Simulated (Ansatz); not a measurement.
# Cr2CO2 MXene monolayer in a perpendicular field, part 2 of 2

Wanted: the out-of-plane response of the Cr2CO2 MXene monolayer. A positive field points along +c.

Ansatz 0.2.0; plane-wave DFT, PBE-D3(BJ), Ansatz PAW.

So far. Step 8 (Atoms held, field 0.35 V/Å): The dipole is 0.0763 e·Å. Step 9 (Response, atoms held): The induced dipole is that of a conductor 5.50 Å thick.

**10. Relaxing in the field, field 0.1 V/Å**

This step: plane-wave DFT, PBE-D3(BJ), Ansatz PAW (Ansatz 0.2.0).

Now the atoms may follow the field. A weak field makes forces of meV/Å to tens of meV/Å, so the force tolerance is set well below the usual one.

Contents of input.yaml:

```yaml
crystal:
  lattice:
    - [2.87700166, 0.0, 0.0]
    - [-1.43850083, 2.4915565243, 0.0]
    - [0.0, 0.0, 22.4151338862]
  atoms:
    - { symbol: O, position: [0.3333333333, 0.6666666667, 0.4015144431] }
    - { symbol: Cr, position: [0.6666666667, 0.3333333333, 0.4429866775], spin: 1.72 }
    - { symbol: C, position: [0.0, 0.0, 0.5], spin: -0.21 }
    - { symbol: Cr, position: [0.3333333333, 0.6666666667, 0.5570133225], spin: 1.72 }
    - { symbol: O, position: [0.6666666667, 0.3333333333, 0.5984855569] }
magnetization:
  spin_polarized: true
kpoints:
  mp_grid: { grid: [12, 12, 1] }
hamiltonian:
  xc: pbe
  dispersion: d3bj
scf:
  occupations: { method: fermi_dirac, width: 0.02585 }
  convergence: { dr2_threshold: 1.0e-10 }
efield:
  axis: 3
  dipole_correction: true
  ramp_position: 0.9268
  ramp_width: 0.1463
  amplitude: 0.1
relax:
  f_tol: 0.001
  max_steps: 60
output:
  write_potential: true
  write_density: true
  volumetric_format: npy
```

On the command line:

```bash
$ ansatz run input.yaml --threads 4 --pin off --max-ram 6144MiB --backend cpu --events-out ev --progress --plain --runs-dir out
```

Wall time 16 s (4 threads of AMD EPYC 9R14 (Zen 4), shared host); peak memory 0.6 GiB.

Relaxation path:

```
step  energy less that of the first step (eV)  largest force component (eV/Å)
   1                                   0.0000                          0.0737
   2                                  -0.0001                          0.0500
   3                                  -0.0002                          0.0081
   4                                  -0.0002                          0.0026
   5                                  -0.0002                          0.0002
```

Forces are held to the 6 operations that the run works with; a distortion that breaks them can't arise in this run.

The relaxed structure:

```xyz
5
Lattice="2.8770 0.0000 0.0000 -1.4385 2.4916 0.0000 0.0000 0.0000 22.4151" Properties=species:S:1:pos:R:3
O     0.0000    1.6610    8.9977
Cr    1.4385    0.8305    9.9260
C     0.0000    0.0000   11.2076
Cr    0.0000    1.6610   12.4906
O     1.4385    0.8305   13.4159
```

This step gave:

| Item | Value |
| --- | --- |
| energy at zero smearing | -8141.7687 eV |
| total moment | 3.993 μB |
| site moments | -0.001616, 1.725, -0.2110, 1.722, -0.001422 μB |
| dipole along the normal | 0.02249 e·Å |

The relaxation took 5 steps and lowered the energy by 2.3e-4 eV; the largest force on the free atoms ends at 1.6e-4 eV/Å.

The dipole is 0.0225 e·Å.

**11. Relaxing in the field, field -0.1 V/Å**

The opposite sign, again from the field-free geometry; the difference of the two cancels what relaxes without a field.

input.yaml, as its differences from that of step 10:

```diff
@@ -26,3 +26,3 @@
   ramp_width: 0.1463
-  amplitude: 0.1
+  amplitude: -0.1
 relax:
```

Run time: 16 s. Hardware: 4 threads; peak memory 0.6 GiB; 59 s of CPU time.

Relaxation path:

| step | energy less that of the first step (eV) | largest force component (eV/Å) |
| --- | --- | --- |
| 1 | 0.0000 | 0.0737 |
| 2 | -0.0001 | 0.0500 |
| 3 | -0.0002 | 0.0081 |
| 4 | -0.0002 | 0.0026 |
| 5 | -0.0002 | 0.0002 |

Forces are held to the 6 operations that the run works with; a distortion that breaks them can't arise in this run.

Final coordinates:

```xyz
5
Lattice="2.8770 0.0000 0.0000 -1.4385 2.4916 0.0000 0.0000 0.0000 22.4151" Properties=species:S:1:pos:R:3
O     0.0000    1.6610    8.9993
Cr    1.4385    0.8305    9.9245
C     0.0000    0.0000   11.2075
Cr    0.0000    1.6610   12.4891
O     1.4385    0.8305   13.4174
```

This step gave:

```
site moments            : -0.001422, 1.722, -0.2110, 1.725, -0.001616 μB
dipole along the normal : -0.02249 e·Å
```

The relaxation took 5 steps and lowered the energy by 2.3e-4 eV; the largest force on the free atoms ends at 1.6e-4 eV/Å.

The dipole is -0.0225 e·Å.

**12. Response, atoms relaxed**

This step: plane-wave DFT, PBE-D3(BJ), Ansatz PAW; response to a field along the normal, atoms relaxed (Ansatz 0.2.0).

The same analysis on the two relaxed runs holds the ionic part too; their mesh is coarser, so small differences from the held value can come from that.

This step gave:

- equivalent conductor thickness p/(ε₀AE): 5.678 Å
- distance between the outer atoms: 4.418 Å

The dipole of the cell by applied field:

```csv
applied field (V/Å),dipole of the cell (e·Å)
-0.1000,-0.0225
0.1000,0.0225
```

The total moment stays at 3.99 μB for applied field from -0.1 to 0.1 V/Å.

Local field over the applied field, running mean. From the potentials at -0.1 and 0.1 V/Å; running mean over 2.5 Å. Local field over applied field against z:

```csv
z (Å),local field over applied field
4.5,1.000
5.0,1.000
5.5,0.998
6.0,0.993
6.5,0.975
7.0,0.905
7.5,0.786
8.0,0.732
8.5,0.492
9.0,0.235
9.5,0.100
10.0,0.0644
10.5,-0.0309
11.0,-0.00990
11.5,-0.0203
12.0,-0.0218
12.5,0.0798
13.0,0.100
13.5,0.274
14.0,0.546
14.5,0.751
15.0,0.800
15.5,0.926
16.0,0.980
16.5,0.994
17.0,0.999
17.5,1.000
18.0,1.000
```

Electrons, planar mean, per unit field. Induced electron density against z:

```csv
z (Å),induced electron density (e/Å³ per V/Å)
5.0,1.6e-6
5.5,5.5e-6
6.0,2.5e-5
6.5,9.1e-5
7.0,3.3e-4
7.5,0.00118
8.0,0.00416
8.5,0.0135
9.0,-0.00197
9.5,-0.0339
10.0,0.00969
10.5,0.0158
11.0,0.00110
11.5,-0.00165
12.0,-0.0205
12.5,0.00337
13.0,0.0313
13.5,-0.00332
14.0,-0.0114
14.5,-0.00331
15.0,-9.6e-4
15.5,-2.7e-4
16.0,-7.0e-5
16.5,-1.9e-5
17.0,-5.4e-6
17.5,-5.5e-7
```

The induced dipole is that of a conductor 5.68 Å thick.

**13. Varying the input**

This step: plane-wave DFT, PBE-D3(BJ), Ansatz PAW (Ansatz 0.2.0).

An input spoilt on purpose, to show how the run answers: it repeats the earlier run at 0.1 V/Å with scf.mixing to algorithm: broyden, beta: 0.95, ndim: 1, preconditioner: none, and scf.max_iter set to 80.

input.yaml, as its differences from that of step 11:

```diff
@@ -14,3 +14,6 @@
 kpoints:
-  mp_grid: { grid: [12, 12, 1] }
+  mp_grid: { grid: [18, 18, 1] }
+  band_path:
+    path: [[0, 0, 0], [0.5, 0, 0], [0.33333333, 0.33333333, 0], [0, 0, 0]]
+    npoints: 16
 hamiltonian:
@@ -21,2 +24,4 @@
   convergence: { dr2_threshold: 1.0e-10 }
+  mixing: { algorithm: broyden, beta: 0.95, ndim: 1, preconditioner: none }
+  max_iter: 80
 efield:
@@ -26,6 +31,3 @@
   ramp_width: 0.1463
-  amplitude: -0.1
-relax:
-  f_tol: 0.001
-  max_steps: 60
+  amplitude: 0.1
 output:
```

It took 10 min on 4 threads; peak memory 1 GiB.

Residual by cycle:

cycle, log10 residual and a bar from the least value:
```
        1        1.4 
        6        4.6 ###########################
       10        4.6 ###########################
       15        4.6 ###########################
       20        4.3 #########################
       24        4.6 ###########################
       29        4.3 #########################
       33        4.6 ###########################
       38        4.9 ##############################
       43        3.2 ###############
       47        3.0 ##############
       52        2.7 ############
```

The run was cut off at its time limit.

After 52 cycles the residual stands at 555.

The fault put into the input: mixing far too strong.

**14. Varying the input**

An input spoilt on purpose, to show how the run answers: it repeats the earlier run at 0.1 V/Å with efield.ramp_position from 0.9268 to 0.475, and scf.max_iter set to 50.

input.yaml, as its differences from that of step 13:

```diff
@@ -24,4 +24,3 @@
   convergence: { dr2_threshold: 1.0e-10 }
-  mixing: { algorithm: broyden, beta: 0.95, ndim: 1, preconditioner: none }
-  max_iter: 80
+  max_iter: 50
 efield:
@@ -29,3 +28,3 @@
   dipole_correction: true
-  ramp_position: 0.9268
+  ramp_position: 0.475
   ramp_width: 0.1463
```

Elapsed: 0.19 s, on 4 threads; peak memory 0.39 GiB.

The program refused the input before any cycle.

The program's message: “Error: efield: ion 2 (C) at fractional coordinate 0.5000 along the field axis lies inside the sawtooth ramp with 2 of the planes that the density is read on at each end, [0.4617, 0.6346] — the ramp mu …”

The fault put into the input: the ramp among the atoms.

**15. What came out**

```
gap without field                             : none
work function, upper face                     : 6.22 eV
equivalent conductor thickness, atoms held    : 5.50 Å
equivalent conductor thickness, atoms relaxed : 5.68 Å
```

**Reading.** The induced dipole equals that of a perfect conductor 5.50 Å thick, while the outer atoms lie 4.42 Å apart. Letting the atoms follow the field adds 0.18 Å to the equivalent conductor thickness: the ionic part of the response. There is no gap over 0.03 eV, with or without the field. For an open d or f shell that can be the fault of a semilocal functional without a Hubbard term. The magnetic order is the one reached from the typed start; other orders were not compared. The MXene's terminations sit over the metal atoms of its far layer; the site over carbon or nitrogen, which some compounds prefer, was not run.

[Logs are printed without paths, hosts, clocks, repeated set-up lines and the standing remarks that a program may print on its own settings, such as how far it seeks lower states.]

[Hosts, paths, dates, database ids (printed as entryN), source tags and the programs' standing remarks are cut or masked in the printed files.]

[Maps of the electrostatic potential energy from Ansatz leave out the sawtooth potential of an applied field or a dipole correction, so their vacuum need not be flat; planar profiles and work functions include it.]
